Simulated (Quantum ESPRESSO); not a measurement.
# MnH2O2 (Pyrochroite): energy against a fixed spin moment

Aim: the energy of MnH2O2 (Pyrochroite) as a function of the total spin moment of its primitive cell.

Method: PBEsol; plane waves with GBRV 1.5 PBEsol potentials, no spin-orbit coupling, in Quantum ESPRESSO 7.5.

## 1. Set-up

Symmetry: P-3m1, No. 164, trigonal system. Conventional cell: a = 3.250 Å, b = 3.250 Å, c = 4.480 Å, α = 90.00°, β = 90.00°, γ = 120.00°. Nearest to Mn lie 6 O at 2.13 Å. H has 1 O at 0.99 Å nearest. O has 1 H at 0.99 Å and 3 Mn at 2.13 Å nearest. Farther neighbours and most contacts between anions are not listed.

The cell comes from the Crystallography Open Database.

## 2. The free run

File pw.in:

```
&CONTROL
  calculation = 'scf'
  prefix = 'pwscf'
  outdir = './tmp'
  pseudo_dir = './pseudo'
  disk_io = 'nowf'
/
&SYSTEM
  ibrav = 0
  celldm(1) = 8
  nat = 5
  ntyp = 3
  ecutwfc = 40
  ecutrho = 280
  nbnd = 25
  occupations = 'smearing'
  smearing = 'fd'
  degauss = 0.00734986
  nspin = 2
  starting_magnetization(1) = 0.3
  starting_magnetization(2) = 0
  starting_magnetization(3) = 0
/
&ELECTRONS
  conv_thr = 1d-08
  electron_maxstep = 150
  mixing_beta = 0.3
/
ATOMIC_SPECIES
Mn     54.9380 mn_pbesol_v1.5.uspp.F.UPF
H       1.0080 h_pbesol_v1.4.uspp.F.UPF
O      15.9990 o_pbesol_v1.2.uspp.F.UPF
CELL_PARAMETERS alat
   0.7677012381292    0.0000000000000    0.0000000000000
  -0.3838506190646    0.6648487747368    0.0000000000000
   0.0000000000000    0.0000000000000    1.0582466297904
ATOMIC_POSITIONS crystal
Mn      0.0000000000    0.0000000000    0.0000000000
H       0.3333333333    0.6666666667    0.4460000000
H       0.6666666667    0.3333333333    0.5540000000
O       0.3333333333    0.6666666667    0.2260000000
O       0.6666666667    0.3333333333    0.7740000000
K_POINTS automatic
8 8 8 0 0 0
```

The run is started by

```bash
OMP_NUM_THREADS=1 mpirun -n 2 pw.x -nk 2 -in pw.in > pw.out
```

What it wrote:

```text
Program PWSCF v.7.5 starts

     Message from routine setup:
     using ibrav=0 with symmetry is DISCOURAGED, use correct ibrav instead

     K-points division:     npool     =       2
     Subspace diagonalization in iterative solution of the eigenvalue problem:

     G-vector sticks info
     --------------------
     sticks:   dense  smooth     PW     G-vecs:    dense   smooth      PW
     Sum         733     421    121                21873     9455    1639

     Using Slab Decomposition

     bravais-lattice index     =            0
     lattice parameter (alat)  =       8.0000  a.u.
     unit-cell volume          =     276.5489 (a.u.)^3
     number of atoms/cell      =            5
     number of atomic types    =            3
     number of electrons       =        29.00
     number of Kohn-Sham states=           25
     kinetic-energy cutoff     =      40.0000  Ry
     charge density cutoff     =     280.0000  Ry
     scf convergence threshold =      1.0E-08
     mixing beta               =       0.3000
     number of iterations used =            8  plain     mixing
     Exchange-correlation= SLA  PW   PSX  PSC
                           (   1   4  10   8   0   0   0)

     celldm(1)=   8.000000  celldm(2)=   0.000000  celldm(3)=   0.000000
     celldm(4)=   0.000000  celldm(5)=   0.000000  celldm(6)=   0.000000

     crystal axes: (cart. coord. in units of alat)
               a(1) = (   0.767701   0.000000   0.000000 )
               a(2) = (  -0.383851   0.664849   0.000000 )
               a(3) = (   0.000000   0.000000   1.058247 )

     reciprocal axes: (cart. coord. in units 2 pi/alat)
               b(1) = (  1.302590  0.752051 -0.000000 )
               b(2) = (  0.000000  1.504101  0.000000 )
               b(3) = (  0.000000 -0.000000  0.944959 )

     PseudoPot. # 1 for Mn read from file:
     mn_pbesol_v1.5.uspp.F.UPF
     Pseudo is Ultrasoft + core correction, Zval = 15.0
     Generated by new atomic code, or converted to UPF format
     Using radial grid of  859 points,  6 beta functions with:
                l(1) =   0
                l(2) =   0
                l(3) =   1
                l(4) =   1
                l(5) =   2
                l(6) =   2
     Q(r) pseudized with  8 coefficients,  rinner =    0.950   0.950   0.950
                                                       0.950   0.950

     PseudoPot. # 2 for H  read from file:
     h_pbesol_v1.4.uspp.F.UPF
     Pseudo is Ultrasoft, Zval =  1.0
     Generated by new atomic code, or converted to UPF format
     Using radial grid of  615 points,  2 beta functions with:
                l(1) =   0
                l(2) =   0
     Q(r) pseudized with  8 coefficients,  rinner =    0.700

     PseudoPot. # 3 for O  read from file:
     o_pbesol_v1.2.uspp.F.UPF
     Pseudo is Ultrasoft + core correction, Zval =  6.0
     Generated by new atomic code, or converted to UPF format
     Using radial grid of  737 points,  5 beta functions with:
                l(1) =   0
                l(2) =   0
                l(3) =   1
                l(4) =   1
                l(5) =   2
     Q(r) pseudized with  8 coefficients,  rinner =    0.900   0.900   0.900
                                                       0.900   0.900

     atomic species   valence    mass     pseudopotential
     Mn               15.00    54.93800     Mn( 1.00)
     H                 1.00     1.00800     H ( 1.00)
     O                 6.00    15.99900     O ( 1.00)

     Starting magnetic structure
     atomic species   magnetization
     Mn              0.300
     H               0.000
     O               0.000

     12 Sym. Ops., with inversion, found

   Cartesian axes

     site n.     atom                  positions (alat units)
         1        Mn     tau(   1) = (   0.0000000   0.0000000   0.0000000  )
         2        H      tau(   2) = (  -0.0000000   0.4432325   0.4719780  )
         3        H      tau(   3) = (   0.3838506   0.2216163   0.5862686  )
         4        O      tau(   4) = (  -0.0000000   0.4432325   0.2391637  )
         5        O      tau(   5) = (   0.3838506   0.2216163   0.8190829  )

     number of k points=    65  Fermi-Dirac smearing, width (Ry)=  0.0073
                       cart. coord. in units 2pi/alat
        k(    1) = (   0.0000000   0.0000000   0.0000000), wk =   0.0019531
        k(    2) = (   0.0000000   0.0000000   0.1181199), wk =   0.0039062
        k(    3) = (   0.0000000   0.0000000   0.2362398), wk =   0.0039062
        k(    4) = (   0.0000000   0.0000000   0.3543597), wk =   0.0039062
        k(    5) = (   0.0000000   0.0000000  -0.4724797), wk =   0.0019531
        [... 60 further k-points ...]

     Dense  grid:    21873 G-vectors     FFT dimensions: (  36,  36,  45)

     Smooth grid:     9455 G-vectors     FFT dimensions: (  25,  25,  36)

     Check: negative core charge=   -0.000036
     Generating pointlists ...
     new r_m :   0.2078 (alat units)  1.6620 (a.u.) for type    1
     new r_m :   0.0960 (alat units)  0.7683 (a.u.) for type    2
     new r_m :   0.0960 (alat units)  0.7683 (a.u.) for type    3

     Initial potential from superposition of free atoms

     starting charge      28.4999, renormalised to      29.0000
     Starting wfcs are   23 randomized atomic wfcs +    2 random wfcs

     Self-consistent Calculation

     iteration #  1     ecut=    40.00 Ry     beta= 0.30
     Davidson diagonalization with overlap
     ethr =  1.00E-02,  avg # of iterations =  4.9

     total energy              =    -277.81853925 Ry
     estimated scf accuracy    <       0.64367301 Ry

     total magnetization       =     4.93 Bohr mag/cell
     absolute magnetization    =     4.93 Bohr mag/cell

     iteration #  2     ecut=    40.00 Ry     beta= 0.30
     Davidson diagonalization with overlap
     ethr =  2.22E-03,  avg # of iterations =  1.6

     total energy              =    -277.93070836 Ry
     estimated scf accuracy    <       0.04916767 Ry

     total magnetization       =     4.99 Bohr mag/cell
     absolute magnetization    =     4.99 Bohr mag/cell

     iteration #  3     ecut=    40.00 Ry     beta= 0.30
     Davidson diagonalization with overlap
     ethr =  1.70E-04,  avg # of iterations =  1.9

     negative rho (up, down):  0.000E+00 1.759E-04

     total energy              =    -277.93620540 Ry
     estimated scf accuracy    <       0.01835058 Ry

     total magnetization       =     5.00 Bohr mag/cell
     absolute magnetization    =     5.00 Bohr mag/cell

     [... further iterations left out ...]

     iteration #  8     ecut=    40.00 Ry     beta= 0.30
     Davidson diagonalization with overlap
     ethr =  2.61E-08,  avg # of iterations =  1.7

     negative rho (up, down):  0.000E+00 5.389E-04

     total energy              =    -277.93774817 Ry
     estimated scf accuracy    <       0.00000059 Ry

     total magnetization       =     5.00 Bohr mag/cell
     absolute magnetization    =     5.00 Bohr mag/cell

     iteration #  9     ecut=    40.00 Ry     beta= 0.30
     Davidson diagonalization with overlap
     ethr =  2.04E-09,  avg # of iterations =  2.0

     negative rho (up, down):  0.000E+00 5.381E-04

     total energy              =    -277.93774846 Ry
     estimated scf accuracy    <       0.00000009 Ry

     total magnetization       =     5.00 Bohr mag/cell
     absolute magnetization    =     5.00 Bohr mag/cell

     iteration # 10     ecut=    40.00 Ry     beta= 0.30
     Davidson diagonalization with overlap
     ethr =  3.12E-10,  avg # of iterations =  2.1

     negative rho (up, down):  0.000E+00 5.379E-04

     total energy              =    -277.93774853 Ry
     estimated scf accuracy    <       0.00000010 Ry

     total magnetization       =     5.00 Bohr mag/cell
     absolute magnetization    =     5.00 Bohr mag/cell

     iteration # 11     ecut=    40.00 Ry     beta= 0.30
     Davidson diagonalization with overlap
     ethr =  3.12E-10,  avg # of iterations =  1.5

     negative rho (up, down):  0.000E+00 5.378E-04

     Magnetic moment per site  (integrated on atomic sphere of radius R)
     atom   1 (R=0.208)  charge= 12.4298  magn=  4.1026
     atom   2 (R=0.096)  charge=  0.3965  magn=  0.0054
     atom   3 (R=0.096)  charge=  0.3965  magn=  0.0054
     atom   4 (R=0.096)  charge=  2.0063  magn=  0.0534
     atom   5 (R=0.096)  charge=  2.0063  magn=  0.0534

     End of self-consistent calculation

     Number of k-points >= 100: set verbosity='high' to print the bands.

     the Fermi energy is     9.2062 ev

!    total energy              =    -277.93774860 Ry
     estimated scf accuracy    <          1.4E-09 Ry
     smearing contrib. (-TS)   =      -0.00019189 Ry
     internal energy E=F+TS    =    -277.93755671 Ry

     The total energy is F=E-TS. E is the sum of the following terms:
     one-electron contribution =    -171.54929288 Ry
     hartree contribution      =      98.29218688 Ry
     xc contribution           =     -42.46258546 Ry
     ewald contribution        =    -162.21786524 Ry

     total magnetization       =     5.00 Bohr mag/cell
     absolute magnetization    =     5.00 Bohr mag/cell

     convergence has been achieved in  11 iterations

=------------------------------------------------------------------------------=
   JOB DONE.
=------------------------------------------------------------------------------=
```

Wall time 28 s (2 MPI ranks of Arm Neoverse V1, shared host); peak memory 0.27 GiB.

Spin moment in the atom's sphere by atom:

```
atom  spin moment in the atom's sphere (μB)
 Mn1                                   4.10
  H2                                   0.01
  H3                                   0.01
  O4                                   0.05
  O5                                   0.05
```

Read from the output:

```
smearing term TS       : 0.002611 eV
magnetization          : 4.999 μB
absolute magnetization : 4.999 μB
final state            : ferromagnetic
```

## 3. Moment fixed at 0 μB

The two spin channels are filled to separate Fermi energies, so that the total moment meets the target. Half of the up one less the down one is the slope dE/dM.

pw.in: that of step 2 with these lines changed.

```diff
@@ -14,3 +14,3 @@
   ecutrho = 280
-  nbnd = 25
+  nbnd = 26
   occupations = 'smearing'
@@ -19,5 +19,6 @@
   nspin = 2
-  starting_magnetization(1) = 0.3
+  starting_magnetization(1) = 0.015
   starting_magnetization(2) = 0
   starting_magnetization(3) = 0
+  tot_magnetization = 0
 /
```

What it wrote:

```text
     [... lines left out ...]
Program PWSCF v.7.5 starts
     [... lines left out ...]
     number of atoms/cell      =            5
     [... lines left out ...]
     number of electrons       =        29.00 (up:  14.50, down:  14.50)
     number of Kohn-Sham states=           26
     kinetic-energy cutoff     =      40.0000  Ry
     charge density cutoff     =     280.0000  Ry
     scf convergence threshold =      1.0E-08
     [... lines left out ...]
     12 Sym. Ops., with inversion, found
     [... lines left out ...]
     number of k points=    65  Fermi-Dirac smearing, width (Ry)=  0.0073
     [... lines left out ...]
     iteration # 11     ecut=    40.00 Ry     beta= 0.30
     [... lines left out ...]
     Magnetic moment per site  (integrated on atomic sphere of radius R)
     atom   1 (R=0.208)  charge= 12.4295  magn=  0.0001
     atom   2 (R=0.096)  charge=  0.3971  magn= -0.0000
     atom   3 (R=0.096)  charge=  0.3971  magn= -0.0000
     atom   4 (R=0.096)  charge=  1.9911  magn= -0.0000
     atom   5 (R=0.096)  charge=  1.9911  magn= -0.0000
     [... lines left out ...]
     the spin up/dw Fermi energies are     8.6619    8.6623 ev
!    total energy              =    -277.80318572 Ry
     estimated scf accuracy    <          7.2E-09 Ry
     smearing contrib. (-TS)   =      -0.01504221 Ry
     [... lines left out ...]
     total magnetization       =     0.00 Bohr mag/cell
     absolute magnetization    =     0.00 Bohr mag/cell
     convergence has been achieved in  11 iterations
```

Run time: 27 s. Hardware: 2 MPI ranks; peak memory 0.27 GiB.

This step gave:

```yaml
magnetization: 0 μB
absolute_magnetization: 0 μB
half_the_difference_of_the_two_fermi_energies: -0.2 meV
largest_moment: 0 μB
```

## 4. Moment fixed at 0.844 μB

pw.in: that of step 3 with these lines changed.

```diff
@@ -14,3 +14,3 @@
   ecutrho = 280
-  nbnd = 26
+  nbnd = 27
   occupations = 'smearing'
@@ -19,6 +19,6 @@
   nspin = 2
-  starting_magnetization(1) = 0.015
+  starting_magnetization(1) = 0.0563
   starting_magnetization(2) = 0
   starting_magnetization(3) = 0
-  tot_magnetization = 0
+  tot_magnetization = 0.844
 /
```

What it wrote:

```text
     [... lines left out ...]
Program PWSCF v.7.5 starts
     [... lines left out ...]
     number of atoms/cell      =            5
     [... lines left out ...]
     number of electrons       =        29.00 (up:  14.92, down:  14.08)
     number of Kohn-Sham states=           27
     kinetic-energy cutoff     =      40.0000  Ry
     charge density cutoff     =     280.0000  Ry
     scf convergence threshold =      1.0E-08
     [... lines left out ...]
     12 Sym. Ops., with inversion, found
     [... lines left out ...]
     number of k points=    65  Fermi-Dirac smearing, width (Ry)=  0.0073
     [... lines left out ...]
     iteration # 15     ecut=    40.00 Ry     beta= 0.30
     [... lines left out ...]
     Magnetic moment per site  (integrated on atomic sphere of radius R)
     atom   1 (R=0.208)  charge= 12.4294  magn=  0.7833
     atom   2 (R=0.096)  charge=  0.3969  magn=  0.0006
     atom   3 (R=0.096)  charge=  0.3969  magn=  0.0006
     atom   4 (R=0.096)  charge=  1.9912  magn= -0.0058
     atom   5 (R=0.096)  charge=  1.9912  magn= -0.0058
     [... lines left out ...]
     the spin up/dw Fermi energies are     8.4387    9.0188 ev
!    total energy              =    -277.81337507 Ry
     estimated scf accuracy    <          6.7E-09 Ry
     smearing contrib. (-TS)   =      -0.01052245 Ry
     [... lines left out ...]
     total magnetization       =     0.84 Bohr mag/cell
     absolute magnetization    =     0.92 Bohr mag/cell
     convergence has been achieved in  15 iterations
```

It took 39 s on 2 MPI ranks; peak memory 0.27 GiB.

Spin moment in the atom's sphere by atom:

```
atom  spin moment in the atom's sphere (μB)
 Mn1                                  0.783
  H2                                  0.001
  H3                                  0.001
  O4                                 -0.006
  O5                                 -0.006
```

Read from the output:

- magnetization: 0.844 μB
- absolute magnetization: 0.923 μB
- half the difference of the two Fermi energies: -290 meV

## 5. Moment fixed at 1.687 μB

pw.in: that of step 4 with these lines changed.

```diff
@@ -19,6 +19,6 @@
   nspin = 2
-  starting_magnetization(1) = 0.0563
+  starting_magnetization(1) = 0.1125
   starting_magnetization(2) = 0
   starting_magnetization(3) = 0
-  tot_magnetization = 0.844
+  tot_magnetization = 1.687
 /
```

What it wrote:

```text
     [... lines left out ...]
Program PWSCF v.7.5 starts
     [... lines left out ...]
     number of atoms/cell      =            5
     [... lines left out ...]
     number of electrons       =        29.00 (up:  15.34, down:  13.66)
     number of Kohn-Sham states=           27
     kinetic-energy cutoff     =      40.0000  Ry
     charge density cutoff     =     280.0000  Ry
     scf convergence threshold =      1.0E-08
     [... lines left out ...]
     12 Sym. Ops., with inversion, found
     [... lines left out ...]
     number of k points=    65  Fermi-Dirac smearing, width (Ry)=  0.0073
     [... lines left out ...]
     iteration # 13     ecut=    40.00 Ry     beta= 0.30
     [... lines left out ...]
     Magnetic moment per site  (integrated on atomic sphere of radius R)
     atom   1 (R=0.208)  charge= 12.4267  magn=  1.5306
     atom   2 (R=0.096)  charge=  0.3966  magn=  0.0015
     atom   3 (R=0.096)  charge=  0.3966  magn=  0.0015
     atom   4 (R=0.096)  charge=  1.9924  magn= -0.0062
     atom   5 (R=0.096)  charge=  1.9924  magn= -0.0062
     [... lines left out ...]
     the spin up/dw Fermi energies are     8.7549    9.2319 ev
!    total energy              =    -277.82660935 Ry
     estimated scf accuracy    <          9.4E-09 Ry
     smearing contrib. (-TS)   =      -0.01146155 Ry
     [... lines left out ...]
     total magnetization       =     1.69 Bohr mag/cell
     absolute magnetization    =     1.77 Bohr mag/cell
     convergence has been achieved in  13 iterations
```

Elapsed: 34 s, on 2 MPI ranks; peak memory 0.27 GiB.

Numbers from this step:

```yaml
magnetization: 1.687 μB
absolute_magnetization: 1.768 μB
half_the_difference_of_the_two_fermi_energies: -238.5 meV
largest_moment: 1.531 μB
```

## 6. All moments

The runs not shown differ in the target, the start and the number of states alone. The point at 5.00 μB is the free run, entered with slope zero.

Energy over the lowest against total spin moment:

```
total spin moment (μB a cell)  energy over the lowest (meV a cell)
                         0.00                                 1831
                         0.84                                 1692
                         1.69                                 1512
                         2.53                                 1241
                         3.38                                  849
                         4.22                                  390
                         5.00                                    0
                         5.06                                  139
                         5.91                                 3000
                         6.75                                 6523
```

The dE/dM by total spin moment:

```
total spin moment (μB a cell)  dE/dM (meV/μB)
                         0.00          -0.200
                         0.84            -290
                         1.69            -238
                         2.53            -401
                         3.38            -515
                         4.22            -563
                         5.00               0
                         5.06            2429
                         5.91            3868
                         6.75            4393
```

Largest site moment against total spin moment:

```
total spin moment (μB a cell)  largest site moment (μB)
                         0.00                    8.5e-5
                         0.84                     0.783
                         1.69                      1.53
                         2.53                      2.26
                         3.38                      2.95
                         4.22                      3.58
                         5.00                      4.10
                         5.06                      4.11
                         5.91                      4.14
                         6.75                      4.17
```

## 7. What came out

- moment of the free run: 5.00 μB a cell
- energy at zero total moment: 1831 meV a cell over the lowest

What this shows: At zero total moment the site moments vanish, so the 1831 meV a cell is the energy of forming them. The points show one minimum alone. The free run has a whole-number moment, and the slope goes from -563 to 2429 meV/μB between its neighbours: a kink, as where a spin channel has a gap, so no stiffness is given. The cell holds one seeded atom, so opposed orders, which may lie lower, cannot form in it. Energies are free energies at an electronic temperature of 1160 K, which lowers moments and differences where the moments are itinerant. No Hubbard term acts here. In such compounds local and semilocal functionals without one often delocalise the d electrons, and can shrink or lose moments and miss the size, sign and order of the couplings.

[Logs and program files are shortened in this print: banners, set-up blocks, solver, clock and traceback lines can be left out without a mark of their own.]

[Logs are printed without paths, hosts, clocks, repeated set-up lines and the standing remarks that a program may print on its own settings, such as how far it seeks lower states.]

[Hosts, paths, dates, database ids (printed as entryN), source tags and the programs' standing remarks are cut or masked in the printed files.]

[Where a cell is said to come from a database of computed structures, the database is the Materials Project.]
